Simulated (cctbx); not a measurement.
# Solving a structure by charge flipping

Cell a = 4.7490 Å, b = 4.7490 Å, c = 12.0970 Å, α = 90.00°, β = 90.00°, γ = 90.00°; space group I4/mmm (no. 139); content Mn2 K4.

The data are simulated with cctbx, not measured: synchrotron X-rays, λ = 0.6889 Å, to d = 0.84 Å, 70 % of the full sphere, strongest reflection 5000 counts, noise from counting, a 2 % proportional error and a noise floor of 4 counts (s.d.); no absorption.

Charge flipping in P1 on normalised amplitudes to 0.84 Å, δ = 0.9 σ, 30 % of the reflections treated as weak, 150 cycles:

```text
cycle      R  skewness
    0  0.530     0.21
   12  0.325     1.36
   24  0.367     1.55
   36  0.385     1.57
   48  0.377     1.67
   60  0.398     1.60
   72  0.391     1.68
   84  0.375     1.74
   96  0.406     1.71
  108  0.393     1.50
  120  0.381     1.81
  132  0.438     1.81
  144  0.397     1.90
origin shift          correlation  skewness
 0.136  0.148  0.387      0.979      8.02
 0.136  0.148  0.053      0.979      8.30
 0.136  0.148  0.220      0.979      8.27
 0.433  0.072  0.365      0.820      0.64
taken: symmetry correlation 0.979, skewness 8.30
peak      x       y       z  mult  height/sigma
Q1    0.0000  0.0000  0.5000    2     18.6
Q2    0.0000  0.0000  0.1702    4     15.6
Q3    0.0000  0.1686  0.0000    8      1.1
Q4    0.0961  0.2477  0.1577   32      1.1
Q5    0.1899  0.1899  0.3351   16      1.1
Q6    0.1909  0.1909  0.0000    8      1.0
Q7    0.0000  0.0000  0.0823    4      0.9
```

The origin is taken among those within 0.04 of the best correlation, by the skewness of the map.

It took 0.28 s on 1 thread of Arm Neoverse V2, with other jobs on the host, peak memory 0.07 GiB.

Q: Assign the peaks.

Heights go roughly as Z and multiplicities must add up to the content. First model: Q1 = Mn1 (2 in the cell, height 18.6) and Q2 = K1 (4 in the cell, height 15.6). Against the true structure, Q1 is Mn and Q2 is K; the other peaks are not atoms.

Least squares on F², isotropic:

```text
Rint 0.029, 92 unique reflections to 0.84 A
cycle     R1     wR2    GooF  max shift (A)
   1  0.1093  0.2235  10.412   0.00815
   2  0.0106  0.0200   0.930   0.00000
final R1 0.0106 wR2 0.0200 GooF 0.930  parameters 3  data/parameter 30.7
atom        x        y        z      Ueq    occ   su(xyz)  su(Uiso or U11)
Mn1    0.00000  0.00000  0.50000   0.0043  1.000  0.00000  0.0002
K1     0.00000  0.00000  0.17087   0.0053  1.000  0.00005  0.0002
difference map: max 0.19 min -0.28 rms 0.05
Q1    0.0000  0.0000  0.3487    4    0.19  1.83 A from Mn1
Q2    0.1487  0.1487  0.0776   16    0.17  1.51 A from K1
Q3    0.0000  0.5000  0.5000    4    0.16  2.37 A from Mn1
Q4    0.0000  0.0000  0.0000    2    0.14  2.07 A from K1
Q5    0.1365  0.1365  0.2985   16    0.14  1.80 A from K1
```

Anisotropic refinement:

```text
Rint 0.029, 92 unique reflections to 0.84 A
cycle     R1     wR2    GooF  max shift (A)
   1  0.0107  0.0200   0.942   0.00055
   2  0.0095  0.0182   0.858   0.00001
final R1 0.0095 wR2 0.0182 GooF 0.858  parameters 5  data/parameter 18.4
atom        x        y        z      Ueq    occ   su(xyz)  su(Uiso or U11)
Mn1    0.00000  0.00000  0.50000   0.0042  1.000  0.00000  0.0002
K1     0.00000  0.00000  0.17082   0.0053  1.000  0.00007  0.0002
difference map: max 0.18 min -0.27 rms 0.05
Q1    0.0000  0.0000  0.3519    4    0.18  1.79 A from Mn1
Q2    0.1505  0.1505  0.0772   16    0.16  1.52 A from K1
Q3    0.0000  0.4354  0.5000    8    0.16  2.07 A from Mn1
Q4    0.1333  0.1333  0.2969   16    0.15  1.77 A from K1
Q5    0.0000  0.0000  0.0000    2    0.14  2.07 A from K1
Q6    0.2500  0.2500  0.2500    8    0.12  1.93 A from K1
```

**Reading.** The refinement ends at R1 = 0.0095, wR2 = 0.0182, GooF = 0.86, with difference density between -0.27 and 0.18 e/Å³. Every site matches the true model in element, within 0.001 Å r.m.s., up to an allowed shift of origin.

True model:

```
atom  mult.  x  y       z  Ueq (Å²)
 Mn1      2  0  0       0    0.0045
  K1      4  0  0  0.3291    0.0055
```

The model was made for the exercise: a known structure type with other elements put in, its volume estimated, not relaxed; displacement parameters are assumed.

[Middle refinement cycles are left out of these outputs.]

[Logs are printed without paths, hosts, clocks, repeated set-up lines and the standing remarks that a program may print on its own settings, such as how far it seeks lower states.]
